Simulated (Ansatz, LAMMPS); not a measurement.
# Relaxing a frame of liquid (Li,Na,Cs)(Cl,I) from 1200 K (60 atoms)

How does a frame of liquid (Li,Na,Cs)(Cl,I) from 1200 K (60 atoms) relax, and what do bonds, charges and levels look like afterwards?

Main program and level: Ansatz 0.2.0; Kohn-Sham DFT, PBE, PAW (set soft_2), plane waves.

### Step 1. Set-up

The cell holds 60 atoms: 10 Li, 16 Na, 4 Cs, 21 Cl and 9 I. Cell: a = 12.968 Å, b = 12.968 Å, c = 12.968 Å, α = 90.0°, β = 90.0°, γ = 90.0°. 60 atoms (10 Li, 16 Na, 4 Cs, 21 Cl, 9 I) placed at random at 2.17 g/cm³, melted at 1800 K for 10 ps at fixed volume with the Lennard-Jones and Coulomb ion parameters for SPC/E (Joung and Cheatham, J. Phys. Chem. B 112, 9020 (2008)), full charges. Snapshot at the end of a hold of 20 ps at 1200 K and fixed volume.

What the set-up can't give: The starting topology of bonds comes from the classical model. The ion parameters were fitted for water, not for melts, so the starting structure of this cell may lie well off the real melt's. Only the Γ point is sampled, in a cell whose shortest periodic width is 13 Å. Spin–orbit coupling is left out, which matters for the levels of the heavy elements.

### Step 2. The classical run that made the cell

A classical potential makes the cell, at a small fraction of what the same run would cost in DFT.

This step: classical MD, Lennard-Jones and Coulomb ion parameters for SPC/E (Joung and Cheatham, J. Phys. Chem. B 112, 9020 (2008)), full charges (LAMMPS 22 Jul 2025 - Update 4).

Input file in.lmp:

```
# melt-quench of Li10Na16Cs4Cl21I9
units metal
atom_style charge
boundary p p p
region box block 0 12.9684 0 12.9684 0 12.9684
create_box 5 box
mass 1 6.9400   # Li
mass 2 22.9898   # Na
mass 3 132.9055   # Cs
mass 4 35.4500   # Cl
mass 5 126.9045   # I
create_atoms 1 random 10 625407 NULL overlap 2.2 maxtry 2000
create_atoms 2 random 16 625414 NULL overlap 2.2 maxtry 2000
create_atoms 3 random 4 625421 NULL overlap 2.2 maxtry 2000
create_atoms 4 random 21 625428 NULL overlap 2.2 maxtry 2000
create_atoms 5 random 9 625435 NULL overlap 2.2 maxtry 2000
pair_style lj/cut/coul/long 9.0
pair_modify mix arithmetic tail yes
pair_coeff 1 1 0.014602 1.4094   # Li
pair_coeff 2 2 0.015292 2.1595   # Na
pair_coeff 3 3 0.003897 3.6010   # Cs
pair_coeff 4 4 0.000554 4.8305   # Cl
pair_coeff 5 5 0.001855 5.2011   # I
set type 1 charge 1
set type 2 charge 1
set type 3 charge 1
set type 4 charge -1
set type 5 charge -1
kspace_style pppm 1.0e-4
neigh_modify delay 0 every 1 check yes
thermo_style custom step time temp pe press density
thermo_modify norm yes
timestep 0.002
thermo 100
# [... 18 lines left out ...]
compute msd all msd com yes
thermo 2500
fix md all nvt temp 1200 1200 0.2
run 10000 post no
print "== T1200: mean square displacement over the hold $(c_msd[4]:%.2f) A^2"
unfix md
uncompute msd
write_dump all custom T1200.dump id type xs ys zs modify sort id
```

Started as:

```
> lmp -in in.lmp -log none -nocite
```

Numbers of over 12 decimals in the logs are rounded to 6 here.

The program printed:

```text
LAMMPS (22 Jul 2025 - Update 4)
Created orthogonal box = (0 0 0) to (12.9684 12.9684 12.9684)
Created 10 atoms
Created 16 atoms
Created 4 atoms
Created 21 atoms
Created 9 atoms
PPPM initialization ...
  G vector (1/distance) = 0.31034841
  grid = 9 9 9
  estimated relative force accuracy = 6.352743e-05
   Step          Time           Temp          PotEng         Press         Density
         0   0              0              2.9849625      821845.15      2.1740239
        88   0.176          0             -3.8488857     -389.92692      2.1740239
Loop time of 0.032473 s on 1 MPI rank(s) for 88 steps with 60 atoms
Minimization stats:
[... 19 lines left out ...]
Loop time of 1.30548 s on 1 MPI rank(s) for 5000 steps with 60 atoms
   Step          Time           Temp          PotEng         Press         Density
[... 5 lines left out ...]
Loop time of 0.646003 s on 1 MPI rank(s) for 2500 steps with 60 atoms
   Step          Time           Temp          PotEng         Press         Density
[... 2 lines left out ...]
     12500   25             1354.125      -3.7443577      4136.1417      2.1740239
     15000   30             1031.3335     -3.7283988     -3225.7019      2.1740239
     17500   35             1339.9682     -3.6723312      7712.1031      2.1740239
     18500   37             1259.8589     -3.712562       1437.0759      2.1740239
Loop time of 2.5608 s on 1 MPI rank(s) for 10000 steps with 60 atoms
== T1200: mean square displacement over the hold 37.03 A^2
```

The job ended after 4.9 s (1 thread of Arm Neoverse N1, shared host; peak memory 0.071 GiB).

### Step 3. Single point at the start

A single point comes first, to see the forces before anything moves.

Input file input.yaml:

```yaml
crystal:
  lattice:
    - [12.9684, 0.0, 0.0]
    - [0.0, 12.9684, 0.0]
    - [0.0, 0.0, 12.9684]
  atoms:
    - { symbol: Li, position: [0.36603, 0.08431, 0.71147] }
    - { symbol: Li, position: [0.81256, 0.07986, 0.6222] }
    - { symbol: Li, position: [0.39127, 0.36453, 0.40753] }
    - { symbol: Li, position: [0.54148, 0.59568, 0.32238] }
    - { symbol: Li, position: [0.61217, 0.91806, 0.60693] }
    - { symbol: Li, position: [0.25694, 0.1182, 0.38326] }
    - { symbol: Li, position: [0.7446, 0.80279, 0.26766] }
    - { symbol: Li, position: [0.21255, 0.4266, 0.87687] }
    - { symbol: Li, position: [0.04532, 0.64017, 0.03949] }
    - { symbol: Li, position: [0.16043, 0.98961, 0.66275] }
    - { symbol: Na, position: [0.7693, 0.42437, 0.83572] }
    - { symbol: Na, position: [0.97391, 0.0171, 0.9015] }
    - { symbol: Na, position: [0.897, 0.04493, 0.28339] }
    - { symbol: Na, position: [0.71514, 0.53511, 0.55999] }
    - { symbol: Na, position: [0.76997, 0.54978, 0.12813] }
    - { symbol: Na, position: [0.18134, 0.66274, 0.74822] }
    - { symbol: Na, position: [0.85365, 0.75133, 0.76669] }
    - { symbol: Na, position: [0.45342, 0.30775, 0.06215] }
    - { symbol: Na, position: [0.49973, 0.64327, 0.81073] }
    - { symbol: Na, position: [0.003, 0.27192, 0.00825] }
    - { symbol: Na, position: [0.26639, 0.15806, 0.14204] }
    - { symbol: Na, position: [0.06931, 0.34733, 0.6175] }
    - { symbol: Na, position: [0.20042, 0.88789, 0.1051] }
    - { symbol: Na, position: [0.48227, 0.37744, 0.73085] }
    - { symbol: Na, position: [0.51463, 0.90522, 0.20315] }
    - { symbol: Na, position: [0.38551, 0.85642, 0.45393] }
    - { symbol: Cs, position: [0.65708, 0.05401, 0.9529] }
    - { symbol: Cs, position: [0.07109, 0.50802, 0.35247] }
    - { symbol: Cs, position: [0.40473, 0.59974, 0.0493] }
    - { symbol: Cs, position: [0.67436, 0.30866, 0.36055] }
    - { symbol: Cl, position: [0.26616, 0.35611, 0.04371] }
    - { symbol: Cl, position: [0.19612, 0.69278, 0.98016] }
    - { symbol: Cl, position: [0.58796, 0.4885, 0.94948] }
    - { symbol: Cl, position: [0.59941, 0.71254, 0.17512] }
    - { symbol: Cl, position: [0.02701, 0.59511, 0.59128] }
    - { symbol: Cl, position: [0.29987, 0.96854, 0.28608] }
    - { symbol: Cl, position: [0.47286, 0.16201, 0.86002] }
    - { symbol: Cl, position: [0.5043, 0.45772, 0.55096] }
    - { symbol: Cl, position: [0.33862, 0.0352, 0.53994] }
    - { symbol: Cl, position: [0.47749, 0.42675, 0.25136] }
    - { symbol: Cl, position: [0.74964, 0.92547, 0.74987] }
    - { symbol: Cl, position: [0.69663, 0.62397, 0.74387] }
    - { symbol: Cl, position: [0.84504, 0.17356, 0.83619] }
    - { symbol: Cl, position: [0.21823, 0.29894, 0.42238] }
    - { symbol: Cl, position: [0.06584, 0.85945, 0.78058] }
    - { symbol: Cl, position: [0.33777, 0.52526, 0.7825] }
    - { symbol: Cl, position: [0.08608, 0.07379, 0.08442] }
    - { symbol: Cl, position: [0.72348, 0.98124, 0.18323] }
    - { symbol: Cl, position: [0.73916, 0.56226, 0.3366] }
    - { symbol: Cl, position: [0.59345, 0.78352, 0.46065] }
    - { symbol: Cl, position: [0.49986, 0.12472, 0.12645] }
    - { symbol: I, position: [0.64465, 0.08849, 0.51872] }
    - { symbol: I, position: [0.98862, 0.49414, 0.91381] }
    - { symbol: I, position: [0.18744, 0.20093, 0.7366] }
    - { symbol: I, position: [0.92588, 0.76582, 0.15214] }
    - { symbol: I, position: [0.42022, 0.83924, 0.77976] }
    - { symbol: I, position: [0.89107, 0.28793, 0.21342] }
    - { symbol: I, position: [0.00956, 0.00833, 0.49444] }
    - { symbol: I, position: [0.81245, 0.33836, 0.58972] }
    - { symbol: I, position: [0.32517, 0.66958, 0.33228] }
kpoints:
  mp_grid: { grid: [1, 1, 1] }
hamiltonian:
  xc: pbe
scf:
  occupations: { method: fixed }
output:
  forces: true
  stress: true
  populations: intrinsic
  dos:
    method: { smearing: { sigma: 0.15 } }
    de: 0.1
    projected: { site_lists: { Cl: [Cl], Cs: [Cs], I: [I], Li: [Li], Na: [Na] } }
  eigenvalues: true
```

Started as:

```
> ansatz run input.yaml --threads 4 --pin off --max-ram 8192MiB --backend cpu --events-out ev --progress --plain --runs-dir out
```

The program printed:

```text
Engine: ansatz 0.2.0, aarch64-unknown-linux-gnu
Pseudopotentials: kind: paw
Pseudopotential: Li, paw, valence charge 3, recommended cutoff 420 eV (normal), Li.paw.azcp
Pseudopotential: Na, paw, valence charge 9, recommended cutoff 420 eV (normal), Na.paw.azcp
Pseudopotential: Cs, paw, valence charge 9, recommended cutoff 420 eV (normal), Cs.paw.azcp
Pseudopotential: Cl, paw, valence charge 7, recommended cutoff 420 eV (normal), Cl.paw.azcp
Pseudopotential: I, paw, valence charge 17, recommended cutoff 420 eV (normal), I.paw.azcp
[... 5 lines on functional and potentials left out ...]
Crystal: 60 atoms, lattice volume = 2181.018 Å³
Basis set: ecut = 420 eV, 42691 PW (Γ), exchange–correlation on 180×180×180 points (8 copies of the dense FFT grid, shifted against one another)
Bands: 315, of which v1, the nominal top of the filled ones, is band 255 counted from 1 (254 counted from 0)
Symmetry: 1 space group operations
Space group: P1 (ITA 1), of the structure as read, at distance tolerance 1.3e-4 Å
k-points: 1
[... 11 lines on functional and potentials left out ...]
Initial density: superposition of atomic densities (neutral atoms: chi_scale 0, normalization atom), corrected by the library's trained network
Initial wavefunctions: pseudopotential atomic-orbital guess
Functional: x = pbe(κ = 0.804, μ = 0.219515), c = pbe(β = 0.066725)
SCF iter   1: F=—  HF=-138887.193760 eV  |F-HF|=—  |Δ(HF+E_count)|=         —  Δρ=8.84e-4  dr2=6.34e-2  ethr=1.77e-3  ⟨swp⟩=6.0  Hψ=992  notcnv=0  defer=56
preconditioner: auto → Resta (q_TF=auto, 2.141 Å⁻¹)  ε∞=2.6  [insulator: Δε(μ)=2.721 eV  Ē_g=10.301 eV  n_scr=364 (ndim 8)  ℏωp=12.9 eV  f_vac=0.238  ε∞_Penn≈2.6]
SCF iter   2: F=—  HF=-138887.151444 eV  |F-HF|=—  |Δ(HF+E_count)|=   4.23e-2  Δρ=4.22e-4  dr2=1.31e-2  ethr=1.24e-5  ⟨swp⟩=4.0  Hψ=577  notcnv=0  defer=58
SCF iter   3: F=—  HF=-138887.149937 eV  |F-HF|=—  |Δ(HF+E_count)|=   1.51e-3  Δρ=1.89e-4  dr2=1.82e-3  ethr=2.56e-6  ⟨swp⟩=2.0  Hψ=458  notcnv=0  defer=58
SCF iter   4: F=—  HF=-138887.149979 eV  |F-HF|=—  |Δ(HF+E_count)|=   4.24e-5  Δρ=6.45e-5  dr2=2.52e-4  ethr=3.57e-7  ⟨swp⟩=2.0  Hψ=510  notcnv=0  defer=58
SCF iter   5: F=—  HF=-138887.150105 eV  |F-HF|=—  |Δ(HF+E_count)|=   1.26e-4  Δρ=1.91e-5  dr2=1.52e-5  ethr=4.94e-8  ⟨swp⟩=2.0  Hψ=375  notcnv=0  defer=58
SCF iter   6: F=—  HF=-138887.150288 eV  |F-HF|=—  |Δ(HF+E_count)|=   1.84e-4  Δρ=6.23e-6  dr2=1.08e-6  ethr=2.97e-9  ⟨swp⟩=2.0  Hψ=569  notcnv=0  defer=58
SCF iter   7: F=—  HF=-138887.150290 eV  |F-HF|=—  |Δ(HF+E_count)|=   1.17e-6  Δρ=1.74e-6  dr2=1.04e-7  ethr=2.12e-10  ⟨swp⟩=2.0  Hψ=510  notcnv=0  defer=58
SCF iter   8: F=-138887.150290 eV  HF=-138887.150290 eV  |F-HF|=8.47e-9  |Δ(HF+E_count)|=   1.10e-7  Δρ=5.17e-7  dr2=8.06e-9  ethr=1.96e-11  ⟨swp⟩=20.0  Hψ=2227  notcnv=0
SCF 1 converged in 8 iterations: F = -138887.150290 eV  dr2 = 8.06e-9
  greatest PAW one-centre occupation: 1.000 electrons in one spin orbital (limit 2), on the Li atom at site 8 (counted from 0), in its partial waves of l = 0
SCF converged after 8 iterations
Free energy (F): -138887.150290 eV
Harris-Foulkes:  -138887.150290 eV  (|F-HF|=8.47e-9)
Internal energy: -138887.150290 eV  (E = F + TS)
E sigma→0 (E₀):  -138887.150290 eV
Fermi energy:    0.802525 eV
--- Per-component energies (eV) ---
  E_band       = -9640.613444
  E_kinetic    = 7797.562778
  E_local      = -57280.660890  (includes V_loc(G=0)·N_el)
  E_nonlocal   = 1414.259372
  E_hartree    = 24074.046499
  E_xc         = -4836.803945
  E_vxc        = -5172.318131  (∫ρ·V_xc dr)
  E_paw        = -81888.321000  (= ΣΔE_a)
  E_vpaw       = -4547.543705  (= ΣTr[D̂ρ^β])
  E_aug_tail   = 0.001379  (compensation charges beyond the density's cutoff)
  E_ewald      = -28167.234482
  E_smearing   = -0.000000  (= −TS)
  E_closure    = 0.000000  (closes the sum)
  Σ components = -138887.150290   (vs F -138887.150290, Δ=0.00e0)
--- Forces (eV/Å), atoms counted from 1 ---
  atom   1  Li     0.56090541     0.12218957     0.34254527
  atom   2  Li     0.31547818    -0.10496165     0.46930849
  atom   3  Li     0.03261532     0.55554038     0.11503819
  atom   4  Li     0.17135988     0.21084488     0.01400279
  atom   5  Li     0.16796623    -0.76435822     0.20042998
  atom   6  Li    -0.07455436    -0.28426885     0.81034381
  atom   7  Li    -0.46641685    -0.05733837    -0.13745650
  atom   8  Li     0.29668302    -0.13280020     0.23702030
  atom   9  Li     0.07892067     0.31742290     0.06249256
  atom  10  Li    -0.38611505    -0.16952499    -0.22350486
  atom  11  Na    -0.14792718    -0.02015636    -0.31703645
  atom  12  Na     0.01126024    -0.07937717    -0.27360943
  atom  13  Na    -0.02758251     0.08963786    -0.05726469
  atom  14  Na    -0.24426835     0.50892080    -0.31857227
[...]
atom  59  I      0.69473625    -0.12752217     0.59386506
  atom  60  I     -0.13960380    -0.10888279    -0.12836335
  max |Σ_I F_I| component: 3.70e-5 eV/Å
--- Stress (GPa, compression-positive) ---
       -0.327511      -0.171777       0.018131
       -0.171777      -0.611604      -0.194399
        0.018131      -0.194399      -0.540255
  P = ⅓ Tr σ = -0.4931 GPa (-4.931 kbar)
--- Band table (eV) ---
  k-point 0: bands = ["-51.1438", "-50.9892", "-50.9852", "-50.8274", [... 299 levels ...], "7.3321", "7.3401", "7.3973", "7.4187", "7.4479", "7.5098", "7.5835", "7.6109", "7.6458", "7.7001", "7.7293", "7.7637"]
--- intrinsic populations: 60 sites ---
  site symbol       q [e]
     0     Li      2.3148
     1     Li      2.3283
     2     Li      2.2752
[...]
59      I     17.6935
  spilling = -0.000000 (of n_electrons = 510.000000)
```

It took 41 s on 4 threads of Arm Neoverse N1, shared host; peak memory 2.4 GiB; 2.6 min of CPU time.

In the SCF lines HF is the Harris–Foulkes energy and dr2 the Hartree energy of the density residual, in eV; the loop may stop once dr2 is under the threshold and the program's other checks hold. Hψ counts applications of the Hamiltonian.

The run gave:

| Property | Result |
| --- | --- |
| free energy | -138887.1503 eV |
| free energy per atom | -2314.7858 eV/atom |
| SCF cycles | 8 |
| pressure | -0.4931 GPa |
| r.m.s. force component | 0.3365 eV/Å |
| longest force | 1.456 eV/Å |
| Fermi energy | 0.8025 eV |
| gap (highest filled to lowest empty level) | 2.745 eV |

The r.m.s. force component of 0.34 eV/Å and the pressure of -0.49 GPa set the starting point.

Length of the force by element:

```
element  coordination  atoms  mean length of the force (eV/Å)  spread  least   most
     Cl           all     21                            0.601   0.312  0.113   1.46
     Cs           all      4                            0.510   0.171  0.259  0.733
      I           all      9                            0.497   0.243  0.198  0.923
     Li           all     10                            0.546   0.183  0.272  0.862
     Na           all     16                            0.433   0.181  0.110  0.795
```

(Continued in part 2 of 3.)

[Logs are printed without paths, hosts, clocks, repeated set-up lines and the standing remarks that a program may print on its own settings, such as how far it seeks lower states.]

[Hosts, paths, dates, database ids (printed as entryN), source tags and the programs' standing remarks are cut or masked in the printed files.]
